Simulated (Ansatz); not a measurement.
**(PbSe)3(SnTe)1 [001] superlattice, started as rocksalt type: phonons and vibrational spectra**

Task: relax (PbSe)3(SnTe)1 [001] superlattice, started as rocksalt type, then find its harmonic phonons.

Method: DFT LDA, scalar-relativistic, plane waves, PAW, in Ansatz 0.2.0.

The structure was built from a prototype and need not be the compound's stable phase.

### Step 1. The starting structure

Symmetry: P4/mmm, No. 123, tetragonal system. The conventional cell has a = 4.361 Å, b = 4.361 Å, c = 12.335 Å, α = 90.00°, β = 90.00°, γ = 90.00°. Nearest to Pb lie 1 Te at 3.08 Å and 5 Se at 3.08 Å. Nearest to Pb lie 6 Se at 3.08 Å. Nearest to Se lie 5 Pb at 3.08 Å and 1 Sn at 3.08 Å. Nearest to Se lie 6 Pb at 3.08 Å. Nearest to Sn lie 2 Se at 3.08 Å and 4 Te at 3.08 Å. Te has 4 Sn at 3.08 Å and 2 Pb at 3.08 Å nearest. Farther neighbours and most contacts between anions are not listed.

### Step 2. Relaxation, smearing width 0.01 eV

The cell and atoms are relaxed, since residual forces and stress would shift the frequencies.

File input.yaml:

```yaml
crystal:
  lattice:
    - [3.08375, 3.08375, 0.0]
    - [-3.08375, 3.08375, 0.0]
    - [0.0, 0.0, 12.335]
  atoms:
    - { symbol: Pb, position: [0.0, 0.0, 0.0] }
    - { symbol: Pb, position: [0.5, 0.5, 0.25] }
    - { symbol: Pb, position: [0.0, 0.0, 0.5] }
    - { symbol: Se, position: [0.5, 0.5, 0.0] }
    - { symbol: Se, position: [1.0, 0.0, 0.25] }
    - { symbol: Se, position: [0.5, 0.5, 0.5] }
    - { symbol: Sn, position: [0.5, 0.5, 0.75] }
    - { symbol: Te, position: [1.0, 0.0, 0.75] }
kpoints:
  mp_grid: { grid: [8, 8, 4] }
hamiltonian:
  xc: lda
scf:
  occupations: { method: gaussian, width: 0.01 }
output:
  forces: true
  stress: true
  eigenvalues: true
  write_density: true
  write_potential: true
  elf: true
  volumetric_format: npy
relax:
  adjacent_minimum: "off"
  f_tol: 0.005
  max_steps: 80
  cell: { stress_tol: 0.05 }
```

Command:

```console
ansatz run input.yaml --threads 8 --pin off --max-ram 14336MiB --backend cpu --events-out ev --progress --plain --runs-dir out
```

Numbers of over 12 decimals in the logs are rounded to 6 here.

The log of the run:

```text
Engine: ansatz 0.2.0, aarch64-unknown-linux-gnu
Pseudopotentials: kind: paw
Pseudopotential: Pb, paw, valence charge 14, recommended cutoff 420 eV (normal), Pb.paw.azcp
Pseudopotential: Se, paw, valence charge 16, recommended cutoff 420 eV (normal), Se.paw.azcp
Pseudopotential: Sn, paw, valence charge 14, recommended cutoff 420 eV (normal), Sn.paw.azcp
Pseudopotential: Te, paw, valence charge 16, recommended cutoff 420 eV (normal), Te.paw.azcp
Functional definition: SPW92
  exchange = slater_x
  correlation = pw_c
Crystal: 8 atoms, lattice volume = 234.600 Å³
Basis set: ecut = 420 eV, 4537 PW (Γ)
Bands: 72, of which v1, the nominal top of the filled ones, is band 60 counted from 1 (59 counted from 0)
Symmetry: 16 space group operations
Space group: P4/mmm (ITA 123), of the structure as read, at distance tolerance 6.2e-5 Å
k-points: 45 of 256
Non-local potential: Pb, projectors of the file, l = 0: 2, l = 1: 2, l = 2: 2, l = 3: 2
Non-local potential: Se, projectors of the file, l = 0: 2, l = 1: 2, l = 2: 3, l = 3: 1
Non-local potential: Sn, projectors of the file, l = 0: 2, l = 1: 2, l = 2: 2, l = 3: 2
Non-local potential: Te, projectors of the file, l = 0: 2, l = 1: 2, l = 2: 2, l = 3: 2
PAW form: soft (Blöchl's): semilocal exchange-correlation on the pseudo side does not see the compensation charge
PAW frozen core: Pb, regenerated for the run's functional, and the local potential with it (the file was generated under x = pbe(κ = 0.804, μ = 0.219515), c = pbe(β = 0.066725))
PAW frozen core: Se, regenerated for the run's functional, and the local potential with it (the file was generated under x = pbe(κ = 0.804, μ = 0.219515), c = pbe(β = 0.066725))
PAW frozen core: Sn, regenerated for the run's functional, and the local potential with it (the file was generated under x = pbe(κ = 0.804, μ = 0.219515), c = pbe(β = 0.066725))
PAW frozen core: Te, regenerated for the run's functional, and the local potential with it (the file was generated under x = pbe(κ = 0.804, μ = 0.219515), c = pbe(β = 0.066725))
PAW one-centre angular grid: Pb, 590 points (default); XC on 64 Gauss nodes
PAW one-centre angular grid: Se, 590 points (default); XC on 64 Gauss nodes
PAW one-centre angular grid: Sn, 590 points (default); XC on 64 Gauss nodes
PAW one-centre angular grid: Te, 590 points (default); XC on 64 Gauss nodes
Initial density: superposition of atomic densities (neutral atoms: chi_scale 0, normalization atom), corrected by the library's trained network
Initial wavefunctions: pseudopotential atomic-orbital guess
Functional: x = slater, c = lda
SCF iter   1: F=—  HF=-63667.056903 eV  |F-HF|=—  |Δ(HF+E_count)|=         —  Δρ=4.59e-3  dr2=3.77e-2  ethr=1.77e-3  ⟨swp⟩=6.8  Hψ=12844  notcnv=0  defer=5
preconditioner: auto → Resta (q_TF=auto, 2.440 Å⁻¹)  ε∞=3.2  [insulator: Δε(μ)=0.268 eV  Ē_g=14.785 eV  σ=0.010 eV  W_gap=1.00  n_scr=56 (ndim 8)  ℏωp=21.7 eV  f_vac=0.017  D(μ)=0.00/eV (n_scr^D=0)  ε∞_Penn≈3.2]
SCF iter   2: F=—  HF=-63667.041067 eV  |F-HF|=—  |Δ(HF+E_count)|=   1.58e-2  Δρ=2.39e-3  dr2=7.32e-3  ethr=3.14e-5  ⟨swp⟩=2.8  Hψ=5632  notcnv=0  defer=252
SCF iter   3: F=—  HF=-63667.038864 eV  |F-HF|=—  |Δ(HF+E_count)|=   2.20e-3  Δρ=4.63e-4  dr2=1.24e-3  ethr=6.10e-6  ⟨swp⟩=2.7  Hψ=5267  notcnv=0  defer=252
SCF iter   4: F=—  HF=-63667.038586 eV  |F-HF|=—  |Δ(HF+E_count)|=   2.78e-4  Δρ=1.97e-4  dr2=1.23e-4  ethr=1.03e-6  ⟨swp⟩=2.0  Hψ=5966  notcnv=0  defer=252
SCF iter   5: F=—  HF=-63667.038568 eV  |F-HF|=—  |Δ(HF+E_count)|=   1.75e-5  Δρ=6.85e-5  dr2=4.07e-5  ethr=1.03e-7  ⟨swp⟩=2.2  Hψ=4522  notcnv=0  defer=252
SCF iter   6: F=—  HF=-63667.038522 eV  |F-HF|=—  |Δ(HF+E_count)|=   4.63e-5  Δρ=1.45e-5  dr2=3.98e-7  ethr=3.39e-8  ⟨swp⟩=2.2  Hψ=4022  notcnv=0  defer=252
SCF iter   7: F=—  HF=-63667.038522 eV  |F-HF|=—  |Δ(HF+E_count)|=   1.99e-7  Δρ=7.18e-6  dr2=9.20e-8  ethr=8.33e-11  ⟨swp⟩=15.5  Hψ=31920  notcnv=0
SCF iter   8: F=-63667.038522 eV  HF=-63667.038522 eV  |F-HF|=5.03e-9  |Δ(HF+E_count)|=   1.80e-8  Δρ=2.57e-6  dr2=1.02e-8  ethr=7.66e-11  ⟨swp⟩=8.3  Hψ=20870  notcnv=0
SCF 1 converged in 8 iterations: F = -63667.038522 eV  dr2 = 1.02e-8
  greatest PAW one-centre occupation: 1.000 electrons in one spin orbital (limit 2), on the Se atom at site 4 (counted from 0), in its partial waves of l = 2
relax step   1: F+E_penalty+E_count = -63667.03852195 eV  Δ(F+E_penalty+E_count) = +0.000e0 eV  max|allowed force component| = 4.610e-1 eV/Å  Δτ_max = 0.0000 Å  P = -1.786 GPa  Ω = 234.600 Å³  (8 SCF iters, dr2 threshold 1.00e-7 eV, accepted)
Crystal: 8 atoms, lattice volume = 220.891 Å³
Basis set: ecut = 420 eV, 4289 PW (Γ)
Initial density: handed on by an earlier stage of this run
Initial wavefunctions: those handed on with the density
iter 1 solved again at ethr=5.22e-4 eV; its pass at ethr=3.10e-3 eV (dr2=6.27e-1 eV) is discarded
SCF iter   1: F=—  HF=-63667.174272 eV  |F-HF|=—  |Δ(HF+E_count)|=         —  Δρ=4.20e-3  dr2=6.23e-1  ethr=5.22e-4  ⟨swp⟩=2.2  Hψ=14719  notcnv=0
preconditioner: auto → Resta (q_TF=auto, 2.464 Å⁻¹)  ε∞=3.2  [insulator: Δε(μ)=0.104 eV  Ē_g=15.018 eV  σ=0.010 eV  W_gap=1.00  n_scr=56 (ndim 8)  ℏωp=22.3 eV  f_vac=0.005  D(μ)=0.00/eV (n_scr^D=0)  ε∞_Penn≈3.2]
SCF iter   2: F=—  HF=-63667.094382 eV  |F-HF|=—  |Δ(HF+E_count)|=   7.99e-2  Δρ=2.01e-3  dr2=3.46e-2  ethr=5.20e-4  ⟨swp⟩=3.5  Hψ=4659  notcnv=0  defer=11
SCF iter   3: F=—  HF=-63667.087877 eV  |F-HF|=—  |Δ(HF+E_count)|=   6.50e-3  Δρ=1.03e-3  dr2=6.66e-3  ethr=2.89e-5  ⟨swp⟩=2.7  Hψ=4104  notcnv=0  defer=257
SCF iter   4: F=—  HF=-63667.086012 eV  |F-HF|=—  |Δ(HF+E_count)|=   1.87e-3  Δρ=1.68e-4  dr2=8.12e-5  ethr=5.55e-6  ⟨swp⟩=2.5  Hψ=4090  notcnv=0  defer=258
SCF iter   5: F=—  HF=-63667.085973 eV  |F-HF|=—  |Δ(HF+E_count)|=   3.92e-5  Δρ=5.18e-5  dr2=7.21e-6  ethr=6.77e-8  ⟨swp⟩=2.0  Hψ=5705  notcnv=0  defer=258
SCF iter   6: F=—  HF=-63667.085968 eV  |F-HF|=—  |Δ(HF+E_count)|=   4.87e-6  Δρ=1.78e-5  dr2=9.50e-7  ethr=6.67e-10  ⟨swp⟩=16.7  Hψ=34355  notcnv=0
SCF iter   7: F=-63667.085968 eV  HF=-63667.085968 eV  |F-HF|=4.34e-9  |Δ(HF+E_count)|=   8.55e-8  Δρ=5.57e-6  dr2=7.55e-8  ethr=6.67e-10  ⟨swp⟩=9.6  Hψ=27236  notcnv=0
SCF 2 converged in 7 iterations: F = -63667.085968 eV  dr2 = 7.55e-8
relax step   2: F+E_penalty+E_count = -63667.08596759 eV  Δ(F+E_penalty+E_count) = -4.745e-2 eV  max|allowed force component| = 3.813e-1 eV/Å  Δτ_max = 0.1456 Å  P = +1.430 GPa  Ω = 220.891 Å³  energy of the carried Pulay correction = +2.289e-3 eV  (7 SCF iters, dr2 threshold 8.00e-7 eV, accepted)
Crystal: 8 atoms, lattice volume = 226.687 Å³
Basis set: ecut = 420 eV, 4369 PW (Γ)
iter 1 solved again at ethr=1.04e-4 eV; its pass at ethr=3.10e-3 eV (dr2=1.25e-1 eV) is discarded
SCF iter   1: F=—  HF=-63667.148582 eV  |F-HF|=—  |Δ(HF+E_count)|=         —  Δρ=1.88e-3  dr2=1.26e-1  ethr=1.04e-4  ⟨swp⟩=3.2  Hψ=16816  notcnv=0
preconditioner: auto → LDOS  [insulator: Δε(μ)=0.104 eV  Ē_g=14.911 eV  σ=0.010 eV  W_gap=0.50  n_scr=56 (ndim 8)  ℏωp=22.1 eV  f_vac=0.014  D(μ)=1.76/eV (n_scr^D=4)  ε∞_Penn≈3.2  β→1.0]
SCF iter   2: F=—  HF=-63667.147982 eV  |F-HF|=—  |Δ(HF+E_count)|=   6.00e-4  Δρ=2.85e-3  dr2=1.13e-1  ethr=1.04e-4  ⟨swp⟩=4.8  Hψ=6652  notcnv=0  defer=9
preconditioner: auto → Resta (q_TF=auto, 2.454 Å⁻¹)  ε∞=3.2  [insulator: Δε(μ)=0.107 eV  Ē_g=14.923 eV  σ=0.010 eV  W_gap=1.00  n_scr=56 (ndim 8)  ℏωp=22.1 eV  f_vac=0.013  D(μ)=0.00/eV (n_scr^D=0)  ε∞_Penn≈3.2  β→0.5]
SCF iter   3: F=—  HF=-63667.131027 eV  |F-HF|=—  |Δ(HF+E_count)|=   1.70e-2  Δρ=6.80e-4  dr2=1.58e-3  ethr=9.38e-5  ⟨swp⟩=2.9  Hψ=4235  notcnv=0  defer=268
SCF iter   4: F=—  HF=-63667.130847 eV  |F-HF|=—  |Δ(HF+E_count)|=   1.80e-4  Δρ=1.71e-4  dr2=3.66e-4  ethr=1.32e-6  ⟨swp⟩=2.2  Hψ=5954  notcnv=0  defer=269
SCF iter   5: F=—  HF=-63667.130744 eV  |F-HF|=—  |Δ(HF+E_count)|=   1.03e-4  Δρ=6.45e-5  dr2=1.27e-5  ethr=3.05e-7  ⟨swp⟩=2.0  Hψ=5682  notcnv=0  defer=269
SCF iter   6: F=—  HF=-63667.130744 eV  |F-HF|=—  |Δ(HF+E_count)|=   4.23e-7  Δρ=1.52e-5  dr2=1.61e-6  ethr=1.06e-8  ⟨swp⟩=2.0  Hψ=4292  notcnv=0  defer=269
SCF iter   7: F=-63667.130744 eV  HF=-63667.130744 eV  |F-HF|=5.53e-10  |Δ(HF+E_count)|=   2.05e-8  Δρ=4.01e-6  dr2=5.22e-8  ethr=6.67e-10  ⟨swp⟩=16.3  Hψ=28121  notcnv=0
SCF 3 converged in 7 iterations: F = -63667.130744 eV  dr2 = 5.22e-8
relax step   3: F+E_penalty+E_count = -63667.13074360 eV  Δ(F+E_penalty+E_count) = -4.478e-2 eV  max|allowed force component| = 1.762e-2 eV/Å  Δτ_max = 0.0674 Å  P = -0.106 GPa  Ω = 226.687 Å³  energy of the carried Pulay correction = +1.293e-3 eV  (7 SCF iters, dr2 threshold 8.00e-7 eV, accepted)
[...]
relax step   4: F+E_penalty+E_count = -63667.13109082 eV  Δ(F+E_penalty+E_count) = -3.472e-4 eV  max|allowed force component| = 8.524e-3 eV/Å  Δτ_max = 0.0021 Å  P = +0.004 GPa  Ω = 226.227 Å³  energy of the carried Pulay correction = +1.371e-3 eV  (5 SCF iters, dr2 threshold 1.03e-7 eV, accepted)
[...]
relax step   5: F+E_penalty+E_count = -63667.13110584 eV  Δ(F+E_penalty+E_count) = -1.502e-5 eV  max|allowed force component| = 8.283e-4 eV/Å  Δτ_max = 0.0017 Å  P = +0.000 GPa  Ω = 226.237 Å³  energy of the carried Pulay correction = +1.369e-3 eV  (5 SCF iters, dr2 threshold 4.54e-9 eV, accepted)
Initial wavefunctions: pseudopotential atomic-orbital guess (no wavefunctions were taken with the density)
iter 1 solved again at ethr=1.88e-7 eV; its pass at ethr=3.10e-3 eV (dr2=2.25e-4 eV) is discarded
SCF iter   1: F=—  HF=-63667.129728 eV  |F-HF|=—  |Δ(HF+E_count)|=         —  Δρ=4.03e-5  dr2=6.19e-7  ethr=1.88e-7  ⟨swp⟩=3.7  Hψ=21740  notcnv=0
preconditioner: auto → LDOS  [insulator: Δε(μ)=0.041 eV  Ē_g=14.924 eV  σ=0.010 eV  W_gap=0.66  n_scr=56 (ndim 8)  ℏωp=22.1 eV  f_vac=0.012  D(μ)=2.41/eV (n_scr^D=4)  ε∞_Penn≈3.2  β→1.0]
SCF iter   2: F=—  HF=-63667.129767 eV  |F-HF|=—  |Δ(HF+E_count)|=   3.99e-5  Δρ=8.91e-6  dr2=1.53e-7  ethr=5.16e-10  ⟨swp⟩=2.5  Hψ=6004  notcnv=0
SCF iter   3: F=—  HF=-63667.129767 eV  |F-HF|=—  |Δ(HF+E_count)|=   2.32e-7  Δρ=2.97e-6  dr2=2.24e-8  ethr=1.27e-10  ⟨swp⟩=2.0  Hψ=5941  notcnv=0
SCF iter   4: F=—  HF=-63667.129767 eV  |F-HF|=—  |Δ(HF+E_count)|=   1.60e-8  Δρ=1.01e-6  dr2=3.61e-9  ethr=1.87e-11  ⟨swp⟩=2.0  Hψ=5939  notcnv=0
SCF iter   5: F=—  HF=-63667.129767 eV  |F-HF|=—  |Δ(HF+E_count)|=   1.21e-9  Δρ=1.88e-7  dr2=1.19e-10  ethr=3.01e-12  ⟨swp⟩=2.0  Hψ=5932  notcnv=0
SCF iter   6: F=-63667.129767 eV  HF=-63667.129767 eV  |F-HF|=0.00e0  |Δ(HF+E_count)|=  2.18e-11  Δρ=7.71e-8  dr2=2.53e-11  ethr=1.00e-12  ⟨swp⟩=7.0  Hψ=14837  notcnv=0
SCF 6 converged in 6 iterations: F = -63667.129767 eV  dr2 = 2.53e-11
relax step   6: F+E_penalty+E_count = -63667.12976723 eV  Δ(F+E_penalty+E_count) = +1.339e-3 eV  max|allowed force component| = 7.995e-4 eV/Å  Δτ_max = 0.0000 Å  P = -0.002 GPa  Ω = 226.237 Å³  stress off target by 2.74e-3 GPa  SCF on the basis re-selected at this cell (its energy is not comparable with the rows above)  (6 SCF iters)
basis re-selected at this cell: Δ(F+E_penalty+E_count) = +1.339e-3 eV, ΔP = -0.002 GPa vs the last step (what re-selecting the basis moved, of the pressure what is left beyond the Pulay correction that the steps carried, after the strain that the cell walked since its last selection, with what the two solves' SCF thresholds leave and, on support functions, any second-order correction that the steps lacked; it is no m [...]
SCF converged after 6 iterations
Free energy (F): -63667.129767 eV
Harris-Foulkes:  -63667.129767 eV  (|F-HF|=0.00e0)
Internal energy: -63667.129647 eV  (E = F + TS)
E sigma→0 (E₀):  -63667.129707 eV
Entropy (-TS):   -0.000121 eV (-0.015 meV/atom)
Fermi energy:    9.567997 eV
--- Per-component energies (eV) ---
  E_band       = -1614.718678
  E_kinetic    = 1593.603569
  E_local      = -12566.903614  (includes V_loc(G=0)·N_el)
  E_nonlocal   = -1038.446363
  E_hartree    = 6197.059016
  E_xc         = -1475.724981
  E_vxc        = -904.795607  (∫ρ·V_xc dr)
  E_paw        = -44284.730923  (= ΣΔE_a)
  E_vpaw       = -1092.292773  (= ΣTr[D̂ρ^β])
  E_aug_tail   = -0.001983  (compensation charges beyond the density's cutoff)
  E_ewald      = -12099.506873
  E_core_change = 7.522505  (= ΣΔE_core)
  E_smearing   = -0.000121  (= −TS)
  E_closure    = -0.000000  (closes the sum)
  Σ components = -63667.129767   (vs F -63667.129767, Δ=0.00e0)
--- Forces (eV/Å), atoms counted from 1 ---
  atom   1  Pb     0.00000000    -0.00000000     0.00079953
  atom   2  Pb    -0.00000000    -0.00000000     0.00000000
  atom   3  Pb     0.00000000    -0.00000000    -0.00079953
  atom   4  Se     0.00000000     0.00000000     0.00033740
  atom   5  Se     0.00000000     0.00000000     0.00000000
  atom   6  Se     0.00000000    -0.00000000    -0.00033740
  atom   7  Sn     0.00000000    -0.00000000     0.00000000
  atom   8  Te     0.00000000    -0.00000000     0.00000000
  max |Σ_I F_I| component: 2.17e-19 eV/Å
--- Stress (GPa, compression-positive) ---
       -0.002739       0.000000       0.000000
        0.000000      -0.002739       0.000000
        0.000000       0.000000       0.000330
  P = ⅓ Tr σ = -0.0017 GPa (-0.017 kbar)
--- Band table (eV; the first three rows and the last of 45) ---
  k-point 0: bands = [... 56 lower, 7.3841, 7.3841, 7.5978, 7.7398, 11.6466, 11.7142, 12.4017, 13.2701, ... 8 higher]
  k-point 1: bands = [... 56 lower, 7.3198, 7.3198, 7.6520, 8.5600, 10.9497, 12.4271, 12.9158, 12.9783, ... 8 higher]
  k-point 2: bands = [... 56 lower, 7.1954, 7.1954, 8.1759, 8.4424, 11.4639, 11.8407, 12.4584, 12.9660, ... 8 higher]
  k-point 44: bands = [... 56 lower, 6.8213, 6.8578, 7.0752, 7.1565, 12.7358, 12.8230, 12.9641, 12.9641, ... 8 higher]
--- Relaxed structure (5 steps of the walk, 5 accepted, 1 SCFs on fresh bases) ---
  F+E_penalty+E_count = -63667.12976723 eV   max|allowed force component| = 7.995e-4 eV/Å   (the final SCF, on the basis selected at the relaxed cell)
  cell:  # Å, volume = 226.2375 Å³
    - [3.045805, 3.045805, 0.0]
    - [-3.045805, 3.045805, 0.0]
    - [0.0, 0.0, 12.193560]
  atoms:
    - { symbol: Pb, position: [0, 0, 0.00664335] }
    - { symbol: Pb, position: [0.5, 0.5, 0.250000] }
    - { symbol: Pb, position: [0, 0, 0.493357] }
    - { symbol: Se, position: [0.5, 0.5, -0.00251464] }
    - { symbol: Se, position: [1.0, 0.0, 0.250000] }
    - { symbol: Se, position: [0.5, 0.5, 0.502515] }
    - { symbol: Sn, position: [0.5, 0.5, 0.75] }
    - { symbol: Te, position: [1.0, 0.0, 0.75] }
```

Run time: 45 s. Hardware: 8 threads of Arm Neoverse V2, shared host; peak memory 1.4 GiB; 5.8 min of CPU time.

The steps of the relaxation:

```tsv
step	energy less that of the first step (eV)	largest force component (eV/Å)	pressure (GPa)	volume (Å³)
1	0.0000	0.4610	-1.79	234.60
2	-0.0474	0.3813	1.43	220.89
3	-0.0922	0.0176	-0.11	226.69
4	-0.0926	0.0085	0.00	226.23
5	-0.0926	0.0008	0.00	226.24
6*	-0.0912	0.0008	0.00	226.24
```

Relaxation steps marked * repeat the geometry before them on a plane-wave basis chosen anew for their cell, so energy and pressure can jump there.

Forces are held to the 16 operations that the run works with; a distortion that breaks them can't arise in this run.

```tsv
conventional cell, symmetrised	before	after	change
a (Å)	4.361	4.307	-1.2 %
b (Å)	4.361	4.307	-1.2 %
c (Å)	12.335	12.194	-1.1 %
volume (Å³/atom)	29.32	28.28	-3.6 %
```

The atoms that moved most (Å, as changes of fractional coordinates times the final cell):

```tsv
atom	dx	dy	dz	length
Pb3	0.000	0.000	-0.081	0.081
Pb1	0.000	0.000	0.081	0.081
Se6	0.000	0.000	0.031	0.031
Se4	0.000	0.000	-0.031	0.031
```

This step gave:

| Property | Result |
| --- | --- |
| pressure | -0.001716 GPa |
| volume per atom | 28.28 Å³ |
| gap on the k-mesh | 0 eV |

ELF in the ac plane at fractional y = 0.000, with atoms of Pb and Se and Te within 0.2 Å of it. It is the smooth field of the valence electrons, not physical close to the nuclei.

Ten even steps from '_' (0.01) to '@' (0.78), each cell a mean:
```
..::====--..______::--++==::
======--..________..::--====
====--::..__________..::--==
######**--..______::==**####
--==**##**--..__..==####**==
____==**##==....::**##**::__
__::++**##==..__::++##**--..
****####**::____..==**####**
****++==::________..--++****
==----::..__________..::----
====++==::..______..--==++==
__..==++--..______::==++--__
__..==++--..______::==++--__
======--::________..--==++==
----::::..__________..::----
####**++::..______..--++####
@@@@@@%%**::____..==##@@@@@@
::++@@@@%%--..__..++%%@@%%==
++##@@@@##--..__..++%%@@@@**
@@@@@@##++::______--**%%@@@@
++++==--..__________::--==++
====--::..__________..----==
::--++==--..______..--++==--
____==++--..______::==++::__
```
Columns run along a (4.3 Å), rows up along c (12.2 Å). Atoms in or near the plane, at fractional coordinates: Pb at (0.00, 0.01), Pb at (0.00, 0.49), Se at (0.00, 0.25), Te at (0.00, 0.75).

Valence density in the ac plane at fractional y = 0.000, with atoms of Pb and Se and Te within 0.2 Å of it. It is the smooth field of the valence electrons, not physical close to the nuclei.

Ten steps, logarithmic in the rise over the least value, from '0' (0 e/Å³) to '9' (29 e/Å³), each cell a mean:
```
65320000001245
32110000000123
11000000000001
11100000000011
54210000001235
87421000001367
76421000001257
33210000000123
11000000000011
11100000000011
43210000000134
76421000001356
76421000001356
43210000000123
11000000000011
11100000000011
54210000001134
98421000001258
87321000001257
32110000000123
11000000000011
21100000000012
54310000001245
76421000001357
```
Columns run along a (4.3 Å), rows up along c (12.2 Å). Atoms in or near the plane, at fractional coordinates: Pb at (0.00, 0.01), Pb at (0.00, 0.49), Se at (0.00, 0.25), Te at (0.00, 0.75).

Electrostatic potential energy in the ac plane at fractional y = 0.000, with atoms of Pb and Se and Te within 0.2 Å of it. With pseudopotentials it is smooth inside the atoms' cores, unlike the true potential.

Ten even steps from '_' (-31 eV) to '@' (13 eV), each cell a mean:
```
____..**%%@@@@@@@@@@%%==____
--==**%%@@@@@@@@@@@@@@%%**==
%%%%@@@@@@@@@@@@@@@@@@@@@@%%
####%%@@@@@@@@@@@@@@@@@@%%##
##**++##@@@@@@@@@@@@%%**++**
@@@@**++%%@@@@@@@@@@##==%%@@
@@@@++**%%@@@@@@@@@@%%++##@@
++++**%%@@@@@@@@@@@@@@##**++
%%%%@@@@@@@@@@@@@@@@@@@@@@%%
##%%%%@@@@@@@@@@@@@@@@@@%%##
__..==##@@@@@@@@@@@@%%##--..
::____==%%@@@@@@@@@@##::__..
::____++%%@@@@@@@@@@##--__..
..::++%%@@@@@@@@@@@@%%##--..
%%%%%%@@@@@@@@@@@@@@@@@@%%%%
%%%%@@@@@@@@@@@@@@@@@@@@%%%%
++++**%%@@@@@@@@@@@@@@##++++
##**==**@@@@@@@@@@@@%%++++##
**++==##@@@@@@@@@@@@%%**==**
++**##@@@@@@@@@@@@@@@@%%##++
%%@@@@@@@@@@@@@@@@@@@@@@@@%%
****%%@@@@@@@@@@@@@@@@%%##**
____::**%%@@@@@@@@@@%%++..__
--..__==%%@@@@@@@@@@##::__::
```
Columns run along a (4.3 Å; values clipped at the 3rd and 97th percentile), rows up along c (12.2 Å). Atoms in or near the plane, at fractional coordinates: Pb at (0.00, 0.01), Pb at (0.00, 0.49), Se at (0.00, 0.25), Te at (0.00, 0.75).

In this step the volume went from 29.32 to 28.28 Å³/atom.

[end of part 1 of 2]

[Logs are printed without paths, hosts, clocks, repeated set-up lines and the standing remarks that a program may print on its own settings, such as how far it seeks lower states.]

[Hosts, paths, dates, database ids (printed as entryN), source tags and the programs' standing remarks are cut or masked in the printed files.]
